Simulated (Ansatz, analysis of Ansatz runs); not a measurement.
**MgH2 (Pbcn), nudged elastic band: V_H hop (2.6 Å) (q = +1)**

Aim: the barrier of one jump in MgH2 (Pbcn) at charge +1: V_H hop (2.6 Å). The model is a cell of 96 host atoms with 1 H taken out; H is the atom that moves.

Calculated with Ansatz 0.2.0; plane-wave PAW DFT, PBEsol; nudged elastic band between two relaxed defect structures at fixed charge in a uniform background.

**1. The starting structure**

The cell holds 95 atoms: 32 Mg and 63 H. Cell: a = 8.952 Å, b = 10.787 Å, c = 9.789 Å, α = 90.0°, β = 90.0°, γ = 90.0°. It derives from MgH2 (space group Pbcn). Nearest the centre at fractional (0.751, 0.446, 0.625): H65 at 1.32 Å, Mg86 at 1.49 Å, H80 at 2.23 Å, H95 at 2.23 Å, Mg61 at 2.47 Å, Mg49 at 2.47 Å, Mg14 at 2.54 Å, H55 at 2.54 Å. The cell carries charge +1.

The cell's shortest repeat is 9.0 Å.

**2. Relaxation of the start point, charge +1**

A barrier is counted from a minimum, so both ends are relaxed first. Small random displacements break the symmetry of the ideal sites, so that the defect can distort if it gains by it. The charge of +1 is set by the electron count, and a uniform background keeps the cell neutral.

qp1_c96k1s.start/input.yaml reads:

```yaml
crystal:
  lattice:
    - [8.95206302, 0.0, 0.0]
    - [0.0, 10.78733776, 0.0]
    - [0.0, 0.0, 9.78929049]
  atoms:
    - { symbol: Mg, position: [0.25, 0.41523406, 0.375] }
    - { symbol: Mg, position: [0.0, 0.33476594, 0.125] }
[... 1 atom line left out ...]
    - { symbol: Mg, position: [0.0, 0.16523406, 0.375] }
[... 2 atom lines left out ...]
    - { symbol: H, position: [0.38500207, 0.3030364, 0.46055013] }
[... 6 atom lines left out ...]
    - { symbol: Mg, position: [0.0, 0.33476594, 0.625] }
[... 1 atom line left out ...]
    - { symbol: Mg, position: [0.0, 0.16523406, 0.875] }
    - { symbol: H, position: [0.36499793, 0.4469636, 0.71055013] }
    - { symbol: H, position: [0.11499793, 0.3030364, 0.78944987] }
[... 1 atom line left out ...]
    - { symbol: H, position: [0.13500207, 0.4469636, 0.53944987] }
[... 1 atom line left out ...]
    - { symbol: H, position: [0.11499793, 0.1969636, 0.53944987] }
    - { symbol: H, position: [0.38500207, 0.1969636, 0.71055013] }
[... 4 atom lines left out ...]
    - { symbol: Mg, position: [0.0, 0.66523406, 0.375] }
[... 4 atom lines left out ...]
    - { symbol: H, position: [0.36499793, 0.5530364, 0.46055013] }
[... 4 atom lines left out ...]
    - { symbol: Mg, position: [0.0, 0.83476594, 0.625] }
    - { symbol: Mg, position: [0.25, 0.58476594, 0.625] }
    - { symbol: Mg, position: [0.0, 0.66523406, 0.875] }
[... 5 atom lines left out ...]
    - { symbol: H, position: [0.11499793, 0.6969636, 0.53944987] }
    - { symbol: H, position: [0.38500207, 0.6969636, 0.71055013] }
    - { symbol: H, position: [0.13500207, 0.5530364, 0.78944987] }
    - { symbol: Mg, position: [0.75, 0.41523406, 0.375] }
[... 2 atom lines left out ...]
    - { symbol: Mg, position: [0.5, 0.16523406, 0.375] }
    - { symbol: H, position: [0.86499793, 0.4469636, 0.21055013] }
    - { symbol: H, position: [0.61499793, 0.3030364, 0.28944987] }
    - { symbol: H, position: [0.88500207, 0.3030364, 0.46055013] }
    - { symbol: H, position: [0.63500207, 0.4469636, 0.03944987] }
    - { symbol: H, position: [0.86499793, 0.0530364, 0.46055013] }
[... 3 atom lines left out ...]
    - { symbol: Mg, position: [0.75, 0.41523406, 0.875] }
    - { symbol: Mg, position: [0.5, 0.33476594, 0.625] }
    - { symbol: Mg, position: [0.75, 0.08476594, 0.625] }
    - { symbol: Mg, position: [0.5, 0.16523406, 0.875] }
    - { symbol: H, position: [0.86499793, 0.4469636, 0.71055013] }
    - { symbol: H, position: [0.61499793, 0.3030364, 0.78944987] }
    - { symbol: H, position: [0.88500207, 0.3030364, 0.96055013] }
[... 1 atom line left out ...]
    - { symbol: H, position: [0.61499793, 0.1969636, 0.53944987] }
    - { symbol: H, position: [0.88500207, 0.1969636, 0.71055013] }
    - { symbol: H, position: [0.63500207, 0.0530364, 0.78944987] }
[... 3 atom lines left out ...]
    - { symbol: Mg, position: [0.5, 0.66523406, 0.375] }
[... 2 atom lines left out ...]
    - { symbol: H, position: [0.88500207, 0.8030364, 0.46055013] }
[... 1 atom line left out ...]
    - { symbol: H, position: [0.86499793, 0.5530364, 0.46055013] }
[... 2 atom lines left out ...]
    - { symbol: H, position: [0.63500207, 0.5530364, 0.28944987] }
[... 2 atom lines left out ...]
    - { symbol: Mg, position: [0.75, 0.58476594, 0.625] }
    - { symbol: Mg, position: [0.5, 0.66523406, 0.875] }
[... 1 atom line left out ...]
    - { symbol: H, position: [0.61499793, 0.8030364, 0.78944987] }
[... 2 atom lines left out ...]
    - { symbol: H, position: [0.86499793, 0.5530364, 0.96055013] }
    - { symbol: H, position: [0.61499793, 0.6969636, 0.53944987] }
    - { symbol: H, position: [0.88500207, 0.6969636, 0.71055013] }
    - { symbol: H, position: [0.63500207, 0.5530364, 0.78944987] }
total_charge: 1
basis:
  ecutwfc: 420
  xc_grid: 2
hamiltonian:
  xc: pbesol
kpoints:
  mp_grid: { grid: [1, 1, 1], shift: [0.25, 0.25, 0.25] }
scf:
  occupations: { method: fixed }
  max_iter: 120
output:
  forces: true
relax:
  f_tol: 0.02
  max_steps: 70
  random_displacement: { amplitude: 0.03, seed: 9898 }
```

Command:

```
$ ansatz run input.yaml --threads 4 --pin off --max-ram 14131MiB --backend cpu --events-out ev --progress --plain --runs-dir out
```

Numbers of over 12 decimals in the logs are rounded to 6 here.

Log:

```text
[... repeated set-up lines and file paths are left out, and long positions are rounded to six places ...]
The last accepted step is kept in <dir> (removed where the run ends without a failure and the disk answers)
Engine: ansatz 0.2.0, aarch64-unknown-linux-gnu
Pseudopotentials: kind: paw
Pseudopotential: Mg, paw, valence charge 10, recommended cutoff 420 eV (normal), Mg.paw.azcp
Pseudopotential: H, paw, valence charge 1, recommended cutoff 420 eV (normal), H.paw.azcp
Functional definition: PBEsol
  exchange = pbesol_x
  correlation = pbesol_c
Crystal: 95 atoms, lattice volume = 945.341 Å³
Basis set: ecut = 420 eV, 18469 PW (Γ), exchange–correlation on 120×150×144 points (8 copies of the dense FFT grid, shifted against one another)
Bands: 286, of which v1, the nominal top of the filled ones, is band 191 counted from 1 (190 counted from 0)
Symmetry: 1 space group operations
k-points: 1
Non-local potential: Mg, projectors of the file, l = 0: 3, l = 1: 2, l = 2: 1
Non-local potential: H, projectors of the file, l = 0: 2, l = 1: 1
PAW form: soft (Blöchl's): semilocal exchange-correlation on the pseudo side does not see the compensation charge
PAW frozen core: Mg, regenerated for the run's functional, and the local potential with it (the file was generated under x = pbe(κ = 0.804, μ = 0.219515), c = pbe(β = 0.066725))
PAW one-centre angular grid: Mg, 110 points (default); XC on 64 Gauss nodes
PAW one-centre angular grid: H, 110 points (default); XC on 64 Gauss nodes
Initial density: superposition of atomic densities (neutral atoms scaled as one to the charged cell's electrons: chi_scale 0, normalization atom), corrected by the library's trained network
Initial wavefunctions: pseudopotential atomic-orbital guess
Functional: x = pbesol(κ = 0.804, μ = 0.123457), c = pbesol(β = 0.046)
SCF iter   1: F=—  HF=-62192.067542 eV  |F-HF|=—  |Δ(HF+E_count)|=         —  Δρ=9.14e-3  dr2=1.09e0  ethr=1.77e-3  ⟨swp⟩=4.0  Hψ=791  notcnv=0  defer=93
preconditioner: auto → Resta (q_TF=auto, 2.346 Å⁻¹)  ε∞=2.6  [insulator: Δε(μ)=2.206 eV  Ē_g=10.694 eV  n_scr=208 (ndim 8)  ℏωp=13.6 eV  f_vac=0.000  ε∞_Penn≈2.6]
SCF iter   2: F=—  HF=-62191.760598 eV  |F-HF|=—  |Δ(HF+E_count)|=   3.07e-1  Δρ=4.44e-3  dr2=2.47e-1  ethr=2.85e-4  ⟨swp⟩=3.0  Hψ=297  notcnv=0  defer=93
SCF iter   3: F=—  HF=-62191.678799 eV  |F-HF|=—  |Δ(HF+E_count)|=   8.18e-2  Δρ=6.35e-4  dr2=5.40e-3  ethr=6.46e-5  ⟨swp⟩=4.0  Hψ=362  notcnv=0  defer=54
automatic band count: iteration 3 solves 247 bands in place of 286: the levels show a gap, and the empty bands left out lie too high to hold charge; the band table lists the bands solved (type scf.n_extra_bands for more)
SCF iter   4: F=—  HF=-62191.678847 eV  |F-HF|=—  |Δ(HF+E_count)|=   4.78e-5  Δρ=1.37e-4  dr2=2.74e-4  ethr=1.41e-6  ⟨swp⟩=2.0  Hψ=312  notcnv=0  defer=54
iter 5 did not close the SCF: its close was put off for the readings that it lacked (scf_convergence_deferred on its scf_iter line)
SCF iter   5: F=-62191.678899 eV  HF=-62191.678901 eV  |F-HF|=1.11e-6  |Δ(HF+E_count)|=   5.40e-5  Δρ=2.81e-5  dr2=7.39e-6  ethr=7.17e-8  ⟨swp⟩=2.0  Hψ=390  notcnv=0  defer=54
SCF iter   6: F=-62191.678901 eV  HF=-62191.678901 eV  |F-HF|=8.02e-8  |Δ(HF+E_count)|=   6.10e-7  Δρ=7.50e-6  dr2=5.48e-7  ethr=1.94e-9  ⟨swp⟩=2.0  Hψ=653  notcnv=0
SCF 1 converged in 6 iterations: F = -62191.678901 eV  dr2 = 5.48e-7
  greatest PAW one-centre occupation: 1.000 electrons in one spin orbital (limit 2), on the Mg atom at site 26 (counted from 0), in its partial waves of l = 0
relax step   1: F+E_penalty+E_count = -62191.67890107 eV  Δ(F+E_penalty+E_count) = +0.000e0 eV  max|allowed force component| = 1.425e0 eV/Å  Δτ_max = 0.0000 Å  (6 SCF iters, dr2 threshold 1.00e-5 eV, accepted)
[... the SCF cycles and remarks between the steps are left out from here to the last step ...]
relax step   2: F+E_penalty+E_count = -62192.43522707 eV  Δ(F+E_penalty+E_count) = -7.563e-1 eV  max|allowed force component| = 2.153e-1 eV/Å  Δτ_max = 0.1949 Å  (5 SCF iters, dr2 threshold 1.00e-4 eV, accepted)
relax step   3: F+E_penalty+E_count = -62192.61948167 eV  Δ(F+E_penalty+E_count) = -1.843e-1 eV  max|allowed force component| = 4.548e-2 eV/Å  Δτ_max = 0.1630 Å  (6 SCF iters, dr2 threshold 2.90e-6 eV, accepted)
SCF iter   1: F=—  HF=-62192.627828 eV  |F-HF|=—  |Δ(HF+E_count)|=         —  Δρ=1.20e-3  dr2=1.10e-2  ethr=2.45e-5  ⟨swp⟩=4.0  Hψ=336  notcnv=0  defer=54
automatic band count: iteration 1 solves 247 bands in place of 286: the levels show a gap, and the empty bands left out lie too high to hold charge; the band table lists the bands solved (type scf.n_extra_bands for more)
SCF iter   2: F=—  HF=-62192.625982 eV  |F-HF|=—  |Δ(HF+E_count)|=   1.85e-3  Δρ=6.51e-4  dr2=3.43e-3  ethr=2.87e-6  ⟨swp⟩=1.0  Hψ=255  notcnv=0  defer=54
SCF iter   3: F=—  HF=-62192.625126 eV  |F-HF|=—  |Δ(HF+E_count)|=   8.55e-4  Δρ=4.34e-5  dr2=2.13e-5  ethr=8.97e-7  ⟨swp⟩=2.0  Hψ=262  notcnv=0  defer=50
SCF iter   4: F=—  HF=-62192.625117 eV  |F-HF|=—  |Δ(HF+E_count)|=   9.26e-6  Δρ=8.59e-6  dr2=8.97e-7  ethr=5.57e-9  ⟨swp⟩=2.0  Hψ=357  notcnv=0  defer=49
SCF iter   5: F=-62192.625117 eV  HF=-62192.625117 eV  |F-HF|=2.27e-8  |Δ(HF+E_count)|=   3.19e-7  Δρ=2.21e-6  dr2=5.35e-8  ethr=2.62e-11  ⟨swp⟩=4.0  Hψ=824  notcnv=0
SCF 4 converged in 5 iterations: F = -62192.625117 eV  dr2 = 5.35e-8
relax step   4: F+E_penalty+E_count = -62192.62511737 eV  Δ(F+E_penalty+E_count) = -5.636e-3 eV  max|allowed force component| = 6.036e-3 eV/Å  Δτ_max = 0.0428 Å  (5 SCF iters, accepted)
SCF converged after 5 iterations
Free energy (F): -62192.625117 eV
Harris-Foulkes:  -62192.625117 eV  (|F-HF|=2.27e-8)
Internal energy: -62192.625117 eV  (E = F + TS)
E sigma→0 (E₀):  -62192.625117 eV
Fermi energy:    2.089309 eV
--- Per-component energies (eV) ---
  E_band       = -11868.935897
  E_kinetic    = 3288.842025
  E_local      = -54654.160116  (includes V_loc(G=0)·N_el)
  E_nonlocal   = 3152.607834
  E_hartree    = 19574.896507
  E_xc         = -1479.142877
  E_vxc        = -1922.414651  (∫ρ·V_xc dr)
  E_paw        = -9022.956305  (= ΣΔE_a)
  E_vpaw       = -883.525206  (= ΣTr[D̂ρ^β])
  E_aug_tail   = -0.077674  (compensation charges beyond the density's cutoff)
  E_ewald      = -23054.518103
  E_core_change = 1.883593  (= ΣΔE_core)
  E_smearing   = -0.000000  (= −TS)
  E_closure    = 0.000000  (closes the sum)
  E_deformation_potential = 10.315322  (in the stress; not in F)
  Σ components = -62192.625117   (vs F -62192.625117, Δ=0.00e0)
--- Forces (eV/Å), atoms counted from 1 ---
  atom   1  Mg     0.00028702    -0.00085032     0.00249427
  atom   2  Mg    -0.00301051    -0.00189251     0.00248489
  [... 11 atoms left out ...]
  atom  14  Mg    -0.00122570     0.00051041    -0.00175030
  [... 34 atoms left out ...]
  atom  49  Mg     0.00092314    -0.00469186    -0.00451908
  [... 5 atoms left out ...]
  atom  55  H      0.00133898     0.00071402     0.00341705
  [... 5 atoms left out ...]
  atom  61  Mg    -0.00217578     0.00081484    -0.00603599
  atom  62  Mg     0.00147568    -0.00049001     0.00150202
  [... 2 atoms left out ...]
  atom  65  H     -0.00144834    -0.00374374     0.00057044
  atom  66  H      0.00026673    -0.00191163    -0.00501054
  [... 13 atoms left out ...]
  atom  80  H      0.00148317    -0.00170541     0.00037243
  [... 5 atoms left out ...]
  atom  86  Mg     0.00021616     0.00237745     0.00338956
  [... 8 atoms left out ...]
  atom  95  H     -0.00069362     0.00332291    -0.00022298
  max |Σ_I F_I| component: 5.83e-5 eV/Å
--- Relaxed structure (4 steps of the walk, 4 accepted, 0 SCFs on fresh bases) ---
  F+E_penalty+E_count = -62192.62511737 eV   max|allowed force component| = 6.036e-3 eV/Å
  atoms:
    - { symbol: Mg, position: [0.249230, 0.415895, 0.374026] }
    - { symbol: Mg, position: [0.005524, 0.332375, 0.119073] }
    [... 11 atoms left out ...]
    - { symbol: Mg, position: [-4.2045174148518605e-5, 0.334843, 0.625148] }
    [... 34 atoms left out ...]
    - { symbol: Mg, position: [0.771163, 0.410143, 0.351042] }
    [... 5 atoms left out ...]
    - { symbol: H, position: [0.882411, 0.302143, 0.460721] }
    [... 5 atoms left out ...]
    - { symbol: Mg, position: [0.747967, 0.414507, 0.870457] }
    - { symbol: Mg, position: [0.474418, 0.316012, 0.636935] }
    [... 2 atoms left out ...]
    - { symbol: H, position: [0.853057, 0.445561, 0.698815] }
    - { symbol: H, position: [0.609040, 0.301155, 0.788453] }
    [... 13 atoms left out ...]
    - { symbol: H, position: [0.852952, 0.548689, 0.461353] }
    [... 5 atoms left out ...]
    - { symbol: Mg, position: [0.762557, 0.604328, 0.632810] }
    [... 8 atoms left out ...]
    - { symbol: H, position: [0.630635, 0.551269, 0.778630] }
```

Wall time 23 s (4 threads of Arm Neoverse V2, shared host); peak memory 1.4 GiB.

Step by step:

```
step  energy less that of the first step (eV)  largest force component (eV/Å)
   1                                   0.0000                          1.4254
   2                                  -0.7563                          0.2153
   3                                  -0.9406                          0.0455
   4                                  -0.9462                          0.0060
```

The atoms that moved most (Å, from the sites as typed, ahead of the random displacement):

```csv
atom,dx,dy,dz,length
Mg62,-0.231,-0.203,0.117,0.329
Mg49,0.188,-0.056,-0.234,0.305
Mg86,0.111,0.210,0.077,0.250
H53,0.099,0.066,-0.141,0.184
H23,-0.073,-0.129,0.103,0.181
H65,-0.108,-0.016,-0.114,0.158
H94,0.082,0.078,0.078,0.137
H80,-0.109,-0.048,0.008,0.120
```

Neighbours of H65 at the end:

```csv
atom,distance (Å)
Mg14,1.917
Mg61,1.955
Mg86,2.002
H95,2.424
H80,2.577
H70,2.681
H92,2.744
H55,2.810
H94,2.821
H66,2.823
```

Read from the output:

```
free energy                                                                                       : -62192.6251 eV
r.m.s. move of the farther half of the atoms                                                      : 0.03506 Å
largest move from the ideal geometry of this structure, a common shift of the far atoms taken out : 0.3266 Å
```

The relaxation gained 0.946 eV and ended with a largest force component of 0.0060 eV/Å.

**3. Relaxation of the end point, charge +1**

The end point is relaxed in the same cell and settings, so that the two energies compare. Atoms more than 3.2 Å from the middle of the hop start where the first relaxation left them, the nearer ones on or close to their ideal places, with small random displacements.

qp1_c96k1s.end/input.yaml reads:

```yaml
crystal:
  lattice:
    - [8.95206302, 0.0, 0.0]
    - [0.0, 10.78733776, 0.0]
    - [0.0, 0.0, 9.78929049]
  atoms:
    - { symbol: Mg, position: [0.2486271, 0.41532525, 0.37358835] }
    - { symbol: Mg, position: [0.00492177, 0.33180457, 0.11863468] }
[... 11 atom lines left out ...]
    - { symbol: Mg, position: [0.0, 0.33476594, 0.625] }
[... 34 atom lines left out ...]
    - { symbol: Mg, position: [0.75, 0.41523406, 0.375] }
[... 5 atom lines left out ...]
    - { symbol: H, position: [0.88500207, 0.3030364, 0.46055013] }
[... 5 atom lines left out ...]
    - { symbol: Mg, position: [0.75, 0.41523406, 0.875] }
    - { symbol: Mg, position: [0.5, 0.33476594, 0.625] }
[... 2 atom lines left out ...]
    - { symbol: H, position: [0.636154, 0.445534, 0.540094] }
    - { symbol: H, position: [0.61499793, 0.3030364, 0.78944987] }
[... 2 atom lines left out ...]
    - { symbol: H, position: [0.61499793, 0.1969636, 0.53944987] }
    - { symbol: H, position: [0.88500207, 0.1969636, 0.71055013] }
[... 9 atom lines left out ...]
    - { symbol: H, position: [0.86499793, 0.5530364, 0.46055013] }
[... 5 atom lines left out ...]
    - { symbol: Mg, position: [0.75, 0.58476594, 0.625] }
[... 8 atom lines left out ...]
    - { symbol: H, position: [0.63500207, 0.5530364, 0.78944987] }
total_charge: 1
basis:
  ecutwfc: 420
  xc_grid: 2
hamiltonian:
  xc: pbesol
kpoints:
  mp_grid: { grid: [1, 1, 1], shift: [0.25, 0.25, 0.25] }
scf:
  occupations: { method: fixed }
  max_iter: 120
output:
  forces: true
relax:
  f_tol: 0.02
  max_steps: 70
  random_displacement: { amplitude: 0.01, seed: 9898 }
```

Log:

```text
[...]
Crystal: 95 atoms, lattice volume = 945.341 Å³
Basis set: ecut = 420 eV, 18469 PW (Γ), exchange–correlation on 120×150×144 points (8 copies of the dense FFT grid, shifted against one another)
Bands: 286, of which v1, the nominal top of the filled ones, is band 191 counted from 1 (190 counted from 0)
Symmetry: 1 space group operations
k-points: 1
[...]
SCF iter   1: F=—  HF=-62192.109966 eV  |F-HF|=—  |Δ(HF+E_count)|=         —  Δρ=9.08e-3  dr2=1.00e0  ethr=1.77e-3  ⟨swp⟩=4.0  Hψ=796  notcnv=0  defer=93
[...]
SCF iter   6: F=-62191.749187 eV  HF=-62191.749187 eV  |F-HF|=7.80e-8  |Δ(HF+E_count)|=   7.94e-7  Δρ=7.32e-6  dr2=5.51e-7  ethr=1.80e-9  ⟨swp⟩=2.0  Hψ=641  notcnv=0
SCF 1 converged in 6 iterations: F = -62191.749187 eV  dr2 = 5.51e-7
[...]
max |Σ_I F_I| component: 3.73e-5 eV/Å
--- Relaxed structure (4 steps of the walk, 4 accepted, 0 SCFs on fresh bases) ---
  F+E_penalty+E_count = -62192.62567377 eV   max|allowed force component| = 7.771e-3 eV/Å
  atoms:
    - { symbol: Mg, position: [0.251958, 0.415397, 0.372983] }
    - { symbol: Mg, position: [0.000512, 0.337249, 0.125568] }
[...]
- { symbol: Mg, position: [0.026096, 0.315642, 0.613006] }
[...]
- { symbol: Mg, position: [0.752218, 0.413998, 0.379430] }
[...]
- { symbol: H, position: [0.891054, 0.300690, 0.461894] }
[...]
- { symbol: Mg, position: [0.729231, 0.409819, 0.898795] }
    - { symbol: Mg, position: [0.500224, 0.334506, 0.624681] }
    [... 2 atoms left out ...]
    - { symbol: H, position: [0.647492, 0.444865, 0.551170] }
    - { symbol: H, position: [0.617573, 0.302217, 0.789158] }
    [... 13 atoms left out ...]
    - { symbol: H, position: [0.869272, 0.551149, 0.470345] }
    [... 5 atoms left out ...]
    - { symbol: Mg, position: [0.737801, 0.603990, 0.616645] }
    [... 8 atoms left out ...]
    - { symbol: H, position: [0.647374, 0.548678, 0.788272] }
[key lines of the parts left out:]
SCF converged after 6 iterations
Free energy (F): -62192.625674 eV
Fermi energy:    2.093234 eV
```

Run time: 25 s. Hardware: 4 threads; peak memory 1.4 GiB.

The steps of the relaxation:

| step | energy less that of the first step (eV) | largest force component (eV/Å) |
| --- | --- | --- |
| 1 | 0.0000 | 1.1595 |
| 2 | -0.7001 | 0.1969 |
| 3 | -0.8663 | 0.0581 |
| 4 | -0.8765 | 0.0078 |

The atoms that moved most (Å, from the sites as typed, ahead of the random displacement):

| atom | dx | dy | dz | length |
| --- | --- | --- | --- | --- |
| Mg14 | 0.233 | -0.206 | -0.117 | 0.333 |
| Mg61 | -0.186 | -0.059 | 0.233 | 0.304 |
| Mg86 | -0.110 | 0.207 | -0.082 | 0.248 |
| H53 | -0.106 | -0.053 | 0.170 | 0.207 |
| H56 | -0.106 | 0.055 | 0.168 | 0.206 |
| H23 | 0.078 | 0.129 | -0.106 | 0.184 |
| H22 | 0.077 | -0.129 | -0.103 | 0.182 |
| H65 | 0.101 | -0.007 | 0.109 | 0.148 |

Neighbours of H65 at the end:

| atom | distance (Å) |
| --- | --- |
| Mg62 | 1.917 |
| Mg49 | 1.954 |
| Mg86 | 2.003 |
| H80 | 2.425 |
| H95 | 2.577 |
| H69 | 2.673 |
| H83 | 2.746 |
| H66 | 2.805 |
| H55 | 2.817 |
| H93 | 2.825 |

Read from the output:

| Item | Value |
| --- | --- |
| free energy | -62192.6257 eV |
| r.m.s. move of the farther half of the atoms | 0.03523 Å |
| largest move from the ideal geometry of this structure, a common shift of the far atoms taken out | 0.3310 Å |

The relaxation gained 0.876 eV and ended with a largest force component of 0.0078 eV/Å. The end lies within 1 meV of the start.

(Continued in part 2 of 2.)

[Logs are printed without paths, hosts, clocks, repeated set-up lines and the standing remarks that a program may print on its own settings, such as how far it seeks lower states.]

[Hosts, paths, dates, database ids (printed as entryN), source tags and the programs' standing remarks are cut or masked in the printed files.]
